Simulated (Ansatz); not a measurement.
# Sn wire along [111], 26 atoms a period, H-terminated: bands by functional and under strain, part 2 of 2

Aim: is the Sn wire along [111], 26 atoms a period, H-terminated a metal or a semiconductor?

Ansatz 0.2.0; DFT PBE, plane waves, PAW; relaxation of a wire's period; PAW set soft_1 (the session's first sound run).

So far. Step 2 (Relaxation of atoms and period): The cell's length comes to 11.450 Å with spin left out.

## (3) The perfect wire

This step: DFT PBE, plane waves, PAW; bands of a perfect wire; PAW set soft_1 (Ansatz 0.2.0).

At the relaxed period the bands are computed along the axis; those that cross an energy going forward count the channels that a perfect wire would open there.

Input file input.yaml:

```yaml
crystal:
  lattice:
    - [19.062, 0.0, 0.0]
    - [0.0, 18.244, 0.0]
    - [0.0, 0.0, 11.4499646496]
  atoms:
    - { symbol: Sn, position: [0.252029658, 0.508204904, 0.002267173] }
    - { symbol: Sn, position: [0.369207943, 0.720284581, 0.002261566] }
    - { symbol: Sn, position: [0.5, 0.500006818, 0.999977849] }
    - { symbol: Sn, position: [0.630792057, 0.720284581, 0.002261566] }
    - { symbol: Sn, position: [0.252029658, 0.491816201, 0.247732827] }
    - { symbol: Sn, position: [0.369207943, 0.279736524, 0.247738434] }
    - { symbol: Sn, position: [0.382809241, 0.728494697, 0.247725461] }
    - { symbol: Sn, position: [0.5, 0.500014287, 0.250022151] }
    - { symbol: Sn, position: [0.630792057, 0.279736524, 0.247738434] }
    - { symbol: Sn, position: [0.617190759, 0.728494697, 0.247725461] }
    - { symbol: Sn, position: [0.747970342, 0.491816201, 0.247732827] }
    - { symbol: H, position: [0.18137831, 0.438459763, 0.290731071] }
    - { symbol: H, position: [0.240786982, 0.577109076, 0.310636779] }
    - { symbol: H, position: [0.289660872, 0.242482923, 0.290753122] }
    - { symbol: H, position: [0.306482153, 0.696049896, 0.310630688] }
    - { symbol: H, position: [0.391695919, 0.819101464, 0.290739151] }
    - { symbol: H, position: [0.434291001, 0.226918133, 0.310614853] }
    - { symbol: H, position: [0.565708999, 0.226918133, 0.310614853] }
    - { symbol: H, position: [0.608304081, 0.819101464, 0.290739151] }
    - { symbol: H, position: [0.710339128, 0.242482923, 0.290753122] }
    - { symbol: H, position: [0.693517847, 0.696049896, 0.310630688] }
    - { symbol: H, position: [0.759213018, 0.577109076, 0.310636779] }
    - { symbol: H, position: [0.81862169, 0.438459763, 0.290731071] }
    - { symbol: Sn, position: [0.377029687, 0.425835893, 0.332199238] }
    - { symbol: Sn, position: [0.5, 0.648375089, 0.332189977] }
    - { symbol: Sn, position: [0.622970313, 0.425835893, 0.332199238] }
    - { symbol: Sn, position: [0.379219096, 0.427149313, 0.581524502] }
    - { symbol: Sn, position: [0.5, 0.645735949, 0.58151627] }
    - { symbol: Sn, position: [0.620780904, 0.427149313, 0.581524502] }
    - { symbol: H, position: [0.304795556, 0.617764372, 0.617155265] }
    - { symbol: H, position: [0.5, 0.264497841, 0.6171591] }
    - { symbol: H, position: [0.695204444, 0.617764372, 0.617155265] }
    - { symbol: H, position: [0.304795556, 0.382256733, 0.632844735] }
    - { symbol: H, position: [0.5, 0.735523264, 0.6328409] }
    - { symbol: H, position: [0.695204444, 0.382256733, 0.632844735] }
    - { symbol: Sn, position: [0.379219096, 0.572871792, 0.668475498] }
    - { symbol: Sn, position: [0.5, 0.354285156, 0.66848373] }
    - { symbol: Sn, position: [0.620780904, 0.572871792, 0.668475498] }
    - { symbol: Sn, position: [0.377029687, 0.574185212, 0.917800762] }
    - { symbol: Sn, position: [0.5, 0.351646016, 0.917810023] }
    - { symbol: Sn, position: [0.622970313, 0.574185212, 0.917800762] }
    - { symbol: H, position: [0.18137831, 0.561561342, 0.959268929] }
    - { symbol: H, position: [0.240786982, 0.422912029, 0.939363221] }
    - { symbol: H, position: [0.306482153, 0.303971209, 0.939369312] }
    - { symbol: H, position: [0.289660872, 0.757538182, 0.959246878] }
    - { symbol: H, position: [0.391695919, 0.180919641, 0.959260849] }
    - { symbol: H, position: [0.434291001, 0.773102972, 0.939385147] }
    - { symbol: H, position: [0.565708999, 0.773102972, 0.939385147] }
    - { symbol: H, position: [0.608304081, 0.180919641, 0.959260849] }
    - { symbol: H, position: [0.693517847, 0.303971209, 0.939369312] }
    - { symbol: H, position: [0.710339128, 0.757538182, 0.959246878] }
    - { symbol: H, position: [0.759213018, 0.422912029, 0.939363221] }
    - { symbol: H, position: [0.81862169, 0.561561342, 0.959268929] }
    - { symbol: Sn, position: [0.382809241, 0.271526408, 0.002274539] }
    - { symbol: Sn, position: [0.617190759, 0.271526408, 0.002274539] }
    - { symbol: Sn, position: [0.747970342, 0.508204904, 0.002267173] }
kpoints:
  mp_grid: { grid: [1, 1, 7] }
  band_path: { path: ["Γ", Z], npoints: 90 }
scf:
  occupations: { method: fermi_dirac, width: 0.05 }
hamiltonian:
  xc: pbe
  pseudopotentials: { kind: paw, azcp: { folder: soft_1 } }
output:
  dos: { e_range: [-5, 4] }
  write_potential: true
  write_density: true
  volumetric_format: npy
```

Run with:

```sh
ansatz run input.yaml --threads 16 --pin off --max-ram 61440MiB --backend cuda --events-out ev --progress --plain --runs-dir out --max-vram 78GiB
```

Numbers of over 12 decimals in the logs are rounded to 6 here.

Log:

```text
[...]
Crystal: 56 atoms, lattice volume = 3981.921 Å³
Basis set: ecut = 420 eV, 77785 PW (Γ)
Bands: 253, of which v1, the nominal top of the filled ones, is band 197 counted from 1 (196 counted from 0)
Symmetry: 4 space group operations
[...]
k-points: 4 of 7
[...]
SCF iter   1: F=—  HF=-157103.600485 eV  |F-HF|=—  |Δ(HF+E_count)|=         —  Δρ=2.66e-2  dr2=2.89e1  ethr=3.10e-3  ⟨swp⟩=6.8  Hψ=4311  notcnv=0  defer=90
[...]
SCF iter   6: F=—  HF=-157095.178574 eV  |F-HF|=—  |Δ(HF+E_count)|=   6.38e-3  Δρ=1.45e-4  dr2=1.47e-3  ethr=1.82e-6  ⟨swp⟩=2.0  Hψ=1086  notcnv=0  defer=192
[...]
SCF iter   9: F=—  HF=-157095.178713 eV  |F-HF|=—  |Δ(HF+E_count)|=   1.38e-3  Δρ=5.52e-6  dr2=2.09e-6  ethr=3.72e-9  ⟨swp⟩=2.8  Hψ=1636  notcnv=0  defer=192
[...]
SCF iter  11: F=-157095.178714 eV  HF=-157095.178714 eV  |F-HF|=4.89e-9  |Δ(HF+E_count)|=   2.30e-7  Δρ=3.99e-7  dr2=1.61e-8  ethr=2.54e-11  ⟨swp⟩=16.5  Hψ=5180  notcnv=0
SCF 1 converged in 11 iterations: F = -157095.178714 eV  dr2 = 1.61e-8
[...]
NSCF: frozen V_eff on 91 k-points
[...]
SCF converged after 11 iterations
[...]
```

Elapsed: 19 s, on 1 × NVIDIA GB200 with 16 threads of Arm Neoverse V2, shared host; peak memory 2.7 GiB.

Reading the cycles: dr2 is the Hartree energy of the density residual (eV), the measure of convergence; HF is the Harris–Foulkes estimate of the energy, which meets the free energy F at convergence.

Numbers from this step:

```yaml
band_gap: 1.546 eV
```

The electronic bands at the labelled points (eV, zero at the Fermi level; v1 is the highest filled band, c1 the lowest empty one):

```csv
point,v4,v3,v2,v1,c1,c2,c3,c4
Γ,-1.42,-1.42,-1.33,-0.77,0.78,1.41,1.47,1.54
halfway,-1.40,-1.29,-1.29,-1.10,0.99,1.24,1.24,1.40
Z,-1.40,-1.40,-1.28,-1.28,1.04,1.04,1.25,1.33
```

The gap is 1.55 eV, with spin left out.

On this path the gap is direct, 1.55 eV, with the valence top at Γ and the conduction bottom at Γ.

## (4) Levels at the same atoms, cutoff 500 eV, k-mesh 1×1×6

This step: DFT r2SCAN, plane waves, PAW; bands of a perfect wire at the PBE geometry; PAW set soft_1 (Ansatz 0.2.0).

The atoms stay at the PBE geometry and the functional changes. r2SCAN also reads the kinetic-energy density; it often gives larger moments and wider gaps than PBE, at a higher cost. Against the first PBE run of this kind, the cutoff is 500 eV against 420 and the mesh along the wire has 6 points against 7.

Edit input.yaml of step 3 so:

```diff
@@ -63,3 +63,3 @@
 kpoints:
-  mp_grid: { grid: [1, 1, 7] }
+  mp_grid: { grid: [1, 1, 6] }
   band_path: { path: ["Γ", Z], npoints: 90 }
@@ -68,8 +68,3 @@
 hamiltonian:
-  xc: pbe
+  xc: r2scan
   pseudopotentials: { kind: paw, azcp: { folder: soft_1 } }
-output:
-  dos: { e_range: [-5, 4] }
-  write_potential: true
-  write_density: true
-  volumetric_format: npy
```

Log:

```text
[...]
Crystal: 56 atoms, lattice volume = 3981.921 Å³
Basis set: ecut = 500 eV, 101183 PW (Γ), exchange–correlation on 576×540×360 points (64 copies of the dense FFT grid, shifted against one another)
Bands: 253, of which v1, the nominal top of the filled ones, is band 197 counted from 1 (196 counted from 0)
Symmetry: 4 space group operations
[...]
k-points: 4 of 6
[...]
SCF iter   1: F=—  HF=-157476.723926 eV  |F-HF|=—  |Δ(HF+E_count)|=         —  Δρ=2.53e-2  dr2=2.59e1  dr2_τ=2.07e-1  ethr=3.10e-3  ⟨swp⟩=7.0  Hψ=4652  notcnv=0  defer=63
[...]
SCF iter   6: F=—  HF=-157471.645641 eV  |F-HF|=—  |Δ(HF+E_count)|=   1.25e-2  Δρ=1.38e-4  dr2=1.10e-3  dr2_τ=2.48e-5  ethr=1.46e-6  ⟨swp⟩=3.0  Hψ=1630  notcnv=0  defer=195
[...]
SCF iter   8: F=—  HF=-157471.645540 eV  |F-HF|=—  |Δ(HF+E_count)|=   2.91e-3  Δρ=1.48e-5  dr2=1.21e-5  dr2_τ=2.44e-7  ethr=1.13e-7  ⟨swp⟩=2.0  Hψ=1605  notcnv=0  defer=195
[...]
SCF iter  10: F=-157471.647634 eV  HF=-157471.647634 eV  |F-HF|=3.23e-7  |Δ(HF+E_count)|=   4.05e-6  Δρ=1.25e-6  dr2=9.31e-8  dr2_τ=3.00e-9  ethr=2.54e-11  ⟨swp⟩=15.0  Hψ=6224  notcnv=0
SCF 1 converged in 10 iterations: F = -157471.647634 eV  dr2 = 9.31e-8
[...]
the band table was solved once the SCF had ended and its energy, with any forces and stress, was formed, with the checks that follow a solve (5001 applications of the Hamiltonian). They found nothing against the state; the energy, forces and stress were not computed again (output.eigenvalues in the input reference)
[...]
SCF converged after 10 iterations
[...]
```

The job ended after 30 s (1 × NVIDIA GB200 with 16 threads; peak memory 6.7 GiB; 2.2 min of CPU time).

This step gave:

- band gap: 1.853 eV

The electronic bands at the labelled points (eV, zero at the Fermi level; v1 is the highest filled band, c1 the lowest empty one):

```csv
point,v4,v3,v2,v1,c1,c2,c3,c4
Γ,-1.60,-1.60,-1.52,-0.92,0.93,1.56,1.58,1.67
halfway,-1.59,-1.48,-1.48,-1.26,1.13,1.36,1.36,1.55
Z,-1.59,-1.59,-1.47,-1.47,1.16,1.16,1.39,1.48
```

The gap is 1.85 eV, against 1.55 eV under PBE at the relaxed period.

## (5) At a strained period, period over the relaxed period 1.03, k-mesh 1×1×6

This step: DFT PBE, plane waves, PAW; relaxation at a fixed period; PAW set soft_1 (Ansatz 0.2.0).

The period is set to 1.03 times the relaxed one and the atoms relax within it: strain changes bond lengths and angles, which shifts the bands against each other. Against the first PBE run of this kind, the mesh along the wire has 6 points against 7.

The cell differs from the one that the last finished run ended in (c 11.450 → 11.793 Å).

Edit input.yaml of step 4 so:

```diff
@@ -4,3 +4,3 @@
     - [0.0, 18.244, 0.0]
-    - [0.0, 0.0, 11.4499646496]
+    - [0.0, 0.0, 11.7934635891]
   atoms:
@@ -68,3 +68,8 @@
 hamiltonian:
-  xc: r2scan
+  xc: pbe
   pseudopotentials: { kind: paw, azcp: { folder: soft_1 } }
+relax:
+  max_steps: 40
+  f_tol: 0.02
+output:
+  stress: true
```

Log:

```text
Warning: output.stress: scf.convergence.dr2_threshold = 1e-7 eV (the SCF's general default) is looser than the 5.6e-9 eV advised for a printed stress (1e-10 eV for each atom of the cell: 56). What an SCF threshold leaves in a stress goes as its square root, and in the free energy as the threshold itself, and one threshold admits the most on a small cell: [figures from the program's tests cut] Every solve of this run answers to scf.convergence.dr2_threshold,  [...]
[...]
Crystal: 56 atoms, lattice volume = 4101.379 Å³
Basis set: ecut = 420 eV, 80205 PW (Γ), exchange–correlation on 256×250×160 points (8 copies of the dense FFT grid, shifted against one another)
Bands: 253, of which v1, the nominal top of the filled ones, is band 197 counted from 1 (196 counted from 0)
Symmetry: 4 space group operations
[...]
k-points: 4 of 6
[...]
SCF iter   1: F=—  HF=-157103.389729 eV  |F-HF|=—  |Δ(HF+E_count)|=         —  Δρ=2.61e-2  dr2=2.92e1  ethr=3.10e-3  ⟨swp⟩=6.5  Hψ=4477  notcnv=0  defer=102
[...]
SCF iter   2: F=—  HF=-157096.146370 eV  |F-HF|=—  |Δ(HF+E_count)|=    7.24e0  Δρ=9.31e-3  dr2=5.22e0  ethr=3.10e-3  ⟨swp⟩=3.0  Hψ=1444  notcnv=0  defer=194
[...]
SCF iter   9: F=-157094.910851 eV  HF=-157094.910849 eV  |F-HF|=2.40e-6  |Δ(HF+E_count)|=   1.81e-5  Δρ=5.34e-6  dr2=1.44e-6  ethr=2.54e-9  ⟨swp⟩=5.0  Hψ=3112  notcnv=0
SCF 1 converged in 9 iterations: F = -157094.910851 eV  dr2 = 1.44e-6
[...]
relax step   1: F+E_penalty+E_count = -157094.91085131 eV  Δ(F+E_penalty+E_count) = +0.000e0 eV  max|allowed force component| = 2.603e-1 eV/Å  Δτ_max = 0.0000 Å  (9 SCF iters, dr2 threshold 1.00e-5 eV, accepted)
[...]
SCF 2 converged in 8 iterations: F = -157093.046382 eV  dr2 = 1.92e-6
[...]
relax step   2: F+E_penalty+E_count = -157093.04638177 eV  Δ(F+E_penalty+E_count) = +1.864e0 eV  max|allowed force component| = 2.606e0 eV/Å  Δτ_max = 0.1950 Å  (8 SCF iters, dr2 threshold 4.23e-6 eV, rejected (line search))
[...]
SCF 3 converged in 9 iterations: F = -157095.065132 eV  dr2 = 4.81e-8
relax step   3: F+E_penalty+E_count = -157095.06513224 eV  Δ(F+E_penalty+E_count) = -1.543e-1 eV  max|allowed force component| = 1.197e-1 eV/Å  Δτ_max = 0.0975 Å  (9 SCF iters, accepted)
[...]
relax step   4: F+E_penalty+E_count = -157095.08019873 eV  Δ(F+E_penalty+E_count) = -1.507e-2 eV  max|allowed force component| = 9.851e-3 eV/Å  Δτ_max = 0.0302 Å  (6 SCF iters, dr2 threshold 8.95e-7 eV, accepted)
[...]
SCF 5 converged in 3 iterations: F = -157095.080199 eV  dr2 = 1.47e-8
relax step   5: F+E_penalty+E_count = -157095.08019878 eV  Δ(F+E_penalty+E_count) = -5.137e-8 eV  max|allowed force component| = 9.895e-3 eV/Å  Δτ_max = 0.0000 Å  (3 SCF iters, accepted)
[...]
SCF converged after 3 iterations
[...]
F+E_penalty+E_count = -157095.08019878 eV   max|allowed force component| = 9.895e-3 eV/Å
  atoms:
    - { symbol: Sn, position: [0.254718, 0.507376, 0.00514495] }
    - { symbol: Sn, position: [0.371245, 0.718276, 0.00513742] }
    - { symbol: Sn, position: [0.500000, 0.500008, 1.002088] }
    - { symbol: Sn, position: [0.628755, 0.718276, 0.00513742] }
    - { symbol: Sn, position: [0.254718, 0.492645, 0.244855] }
    - { symbol: Sn, position: [0.371245, 0.281745, 0.244863] }
    - { symbol: Sn, position: [0.383462, 0.725650, 0.244847] }
    - { symbol: Sn, position: [0.500000, 0.500013, 0.247912] }
    - { symbol: Sn, position: [0.628755, 0.281745, 0.244863] }
    - { symbol: Sn, position: [0.616538, 0.725650, 0.244847] }
    - { symbol: Sn, position: [0.745282, 0.492645, 0.244855] }
    - { symbol: H, position: [0.183294, 0.439167, 0.283187] }
    - { symbol: H, position: [0.241466, 0.578188, 0.304464] }
    - { symbol: H, position: [0.291203, 0.243866, 0.283200] }
    - { symbol: H, position: [0.305935, 0.694874, 0.304467] }
    - { symbol: H, position: [0.392084, 0.817017, 0.283180] }
    - { symbol: H, position: [0.435523, 0.226986, 0.304474] }
    - { symbol: H, position: [0.564477, 0.226986, 0.304474] }
    - { symbol: H, position: [0.607916, 0.817017, 0.283180] }
    - { symbol: H, position: [0.708797, 0.243866, 0.283200] }
    - { symbol: H, position: [0.694065, 0.694874, 0.304467] }
    - { symbol: H, position: [0.758534, 0.578188, 0.304464] }
    - { symbol: H, position: [0.816706, 0.439167, 0.283187] }
    - { symbol: Sn, position: [0.378275, 0.426581, 0.333925] }
    - { symbol: Sn, position: [0.500000, 0.646875, 0.333914] }
    - { symbol: Sn, position: [0.621725, 0.426581, 0.333925] }
    - { symbol: Sn, position: [0.380096, 0.427678, 0.578959] }
    - { symbol: Sn, position: [0.500000, 0.644677, 0.578949] }
    - { symbol: Sn, position: [0.619904, 0.427678, 0.578959] }
    - { symbol: H, position: [0.304880, 0.617713, 0.625170] }
    - { symbol: H, position: [0.500000, 0.264601, 0.625176] }
    - { symbol: H, position: [0.695120, 0.617713, 0.625170] }
    - { symbol: H, position: [0.304880, 0.382308, 0.624830] }
    - { symbol: H, position: [0.500000, 0.735420, 0.624824] }
    - { symbol: H, position: [0.695120, 0.382308, 0.624830] }
    - { symbol: Sn, position: [0.380096, 0.572343, 0.671041] }
    - { symbol: Sn, position: [0.500000, 0.355344, 0.671051] }
    - { symbol: Sn, position: [0.619904, 0.572343, 0.671041] }
    - { symbol: Sn, position: [0.378275, 0.573440, 0.916075] }
    - { symbol: Sn, position: [0.500000, 0.353146, 0.916086] }
    - { symbol: Sn, position: [0.621725, 0.573440, 0.916075] }
    - { symbol: H, position: [0.183294, 0.560854, 0.966813] }
    - { symbol: H, position: [0.241466, 0.421833, 0.945536] }
    - { symbol: H, position: [0.305935, 0.305147, 0.945533] }
    - { symbol: H, position: [0.291203, 0.756155, 0.966800] }
    - { symbol: H, position: [0.392084, 0.183004, 0.966820] }
    - { symbol: H, position: [0.435523, 0.773035, 0.945526] }
    - { symbol: H, position: [0.564477, 0.773035, 0.945526] }
    - { symbol: H, position: [0.607916, 0.183004, 0.966820] }
    - { symbol: H, position: [0.694065, 0.305147, 0.945533] }
    - { symbol: H, position: [0.708797, 0.756155, 0.966800] }
    - { symbol: H, position: [0.758534, 0.421833, 0.945536] }
    - { symbol: H, position: [0.816706, 0.560854, 0.966813] }
    - { symbol: Sn, position: [0.383462, 0.274371, 0.00515329] }
    - { symbol: Sn, position: [0.616538, 0.274371, 0.00515329] }
    - { symbol: Sn, position: [0.745282, 0.507376, 0.00514495] }
```

It took 21 s on 1 × NVIDIA GB200 with 16 threads; peak memory 2.4 GiB; 2.5 min of CPU time.

Relaxation path:

```csv
step,energy less that of the first step (eV),largest force component (eV/Å)
1,0.0000,0.2603
2,1.8645,2.6060
3,-0.1543,0.1197
4,-0.1693,0.0099
5,-0.1693,0.0099
```

Relaxation step 2 was tried and not accepted.

Forces are held to the 4 operations that the run works with; a distortion that breaks them can't arise in this run.

The atoms that moved most (Å):

```
atom      dx      dy      dz  length
 H16   0.007  -0.038  -0.089   0.097
 H19  -0.007  -0.038  -0.089   0.097
 H46   0.007   0.038   0.089   0.097
 H49  -0.007   0.038   0.089   0.097
 H51  -0.029  -0.025   0.089   0.097
 H20  -0.029   0.025  -0.089   0.097
 H45   0.029  -0.025   0.089   0.097
 H14   0.029   0.025  -0.089   0.097
```

This step gave:

```
band gap : 1.423 eV
```

The electronic bands at the labelled points (eV, zero at the Fermi level; v1 is the highest filled band, c1 the lowest empty one):

```csv
point,v4,v3,v2,v1,c1,c2,c3,c4
Γ,-1.27,-1.27,-1.19,-0.71,0.71,1.48,1.48,1.48
halfway,-1.25,-1.18,-1.18,-1.08,1.00,1.23,1.23,1.51
Z,-1.29,-1.29,-1.16,-1.16,1.05,1.05,1.35,1.43
```

The gap is 1.42 eV, against 1.55 eV under PBE at the relaxed period.

## (6) At a strained period, period over the relaxed period 1.06, k-mesh 1×1×5

The period is set to 1.06 times the relaxed one and the atoms relax within it: strain changes bond lengths and angles, which shifts the bands against each other. Against the first PBE run of this kind, the mesh along the wire has 5 points against 7.

The cell differs from the one that the last finished run ended in (c 11.793 → 12.137 Å).

Edit input.yaml of step 5 so:

```diff
@@ -4,3 +4,3 @@
     - [0.0, 18.244, 0.0]
-    - [0.0, 0.0, 11.7934635891]
+    - [0.0, 0.0, 12.1369625286]
   atoms:
@@ -63,3 +63,3 @@
 kpoints:
-  mp_grid: { grid: [1, 1, 6] }
+  mp_grid: { grid: [1, 1, 5] }
   band_path: { path: ["Γ", Z], npoints: 90 }
```

Log:

```text
[...]
Crystal: 56 atoms, lattice volume = 4220.837 Å³
Basis set: ecut = 420 eV, 82567 PW (Γ), exchange–correlation on 256×250×180 points (8 copies of the dense FFT grid, shifted against one another)
Bands: 253, of which v1, the nominal top of the filled ones, is band 197 counted from 1 (196 counted from 0)
Symmetry: 4 space group operations
[...]
k-points: 3 of 5
[...]
- { symbol: H, position: [0.607127, 0.815664, 0.276090] }
[...]
- { symbol: Sn, position: [0.620678, 0.572812, 0.915162] }
[...]
- { symbol: H, position: [0.694019, 0.305406, 0.951281] }
    - { symbol: H, position: [0.708066, 0.754781, 0.973881] }
    - { symbol: H, position: [0.758297, 0.421749, 0.951293] }
    - { symbol: H, position: [0.815198, 0.560892, 0.973897] }
    - { symbol: Sn, position: [0.384467, 0.276331, 0.00801157] }
    - { symbol: Sn, position: [0.615533, 0.276331, 0.00801157] }
    - { symbol: Sn, position: [0.743160, 0.507313, 0.00800296] }
[key lines of the parts left out:]
SCF converged after 8 iterations
```

It took 22 s on 1 × NVIDIA GB200 with 16 threads; peak memory 2.5 GiB; 2.7 min of CPU time.

Step by step:

| step | energy less that of the first step (eV) | largest force component (eV/Å) |
| --- | --- | --- |
| 1 | 0.0000 | 0.4026 |
| 2 | 1.0175 | 2.2567 |
| 3 | -0.4208 | 0.2855 |
| 4 | -0.5813 | 0.0591 |
| 5 | -0.5886 | 0.0061 |

Relaxation step 2 was tried and not accepted.

Forces are held to the 4 operations that the run works with; a distortion that breaks them can't arise in this run.

The atoms that moved most (Å):

```
atom      dx      dy      dz  length
 H49  -0.022   0.063   0.178   0.190
 H46   0.022   0.063   0.178   0.190
 H19  -0.022  -0.063  -0.178   0.190
 H16   0.022  -0.063  -0.178   0.190
 H45   0.043  -0.050   0.178   0.190
 H14   0.043   0.050  -0.178   0.190
 H51  -0.043  -0.050   0.178   0.190
 H20  -0.043   0.050  -0.178   0.190
```

This step gave:

| Property | Result |
| --- | --- |
| band gap | 1.247 eV |

The electronic bands at the labelled points (eV, zero at the Fermi level; v1 is the highest filled band, c1 the lowest empty one):

```csv
point,v4,v3,v2,v1,c1,c2,c3,c4
Γ,-1.07,-1.07,-1.02,-0.62,0.62,1.42,1.43,1.53
halfway,-1.08,-1.03,-1.01,-1.01,0.98,1.21,1.21,1.56
Z,-1.15,-1.14,-0.99,-0.99,1.06,1.06,1.43,1.45
```

The gap is 1.25 eV, against 1.55 eV under PBE at the relaxed period.

## (7) Results

```yaml
cell_length_pbe: 11.45 Å
gap_pbe: 1.55 eV
gap_r2scan: 1.85 eV
gap_period_scaled_by_1p03: 1.42 eV
gap_period_scaled_by_1p06: 1.25 eV
```

Under PBE the cell's length is 11.45 Å, and a gap of 1.55 eV makes it a semiconductor. At the relaxed period the wire is gapped under every functional, from 1.55 eV (PBE) to 1.85 eV (r2SCAN). Weak screening in one dimension makes quasiparticle gaps larger than the semilocal gaps, as a rule. Strain matters: under PBE the gap goes from 1.55 eV to 1.42 eV at 1.03 times the period and 1.25 eV at 1.06 times the period.

[Logs are printed without paths, hosts, clocks, repeated set-up lines and the standing remarks that a program may print on its own settings, such as how far it seeks lower states.]

[Hosts, paths, dates, database ids (printed as entryN), source tags and the programs' standing remarks are cut or masked in the printed files.]
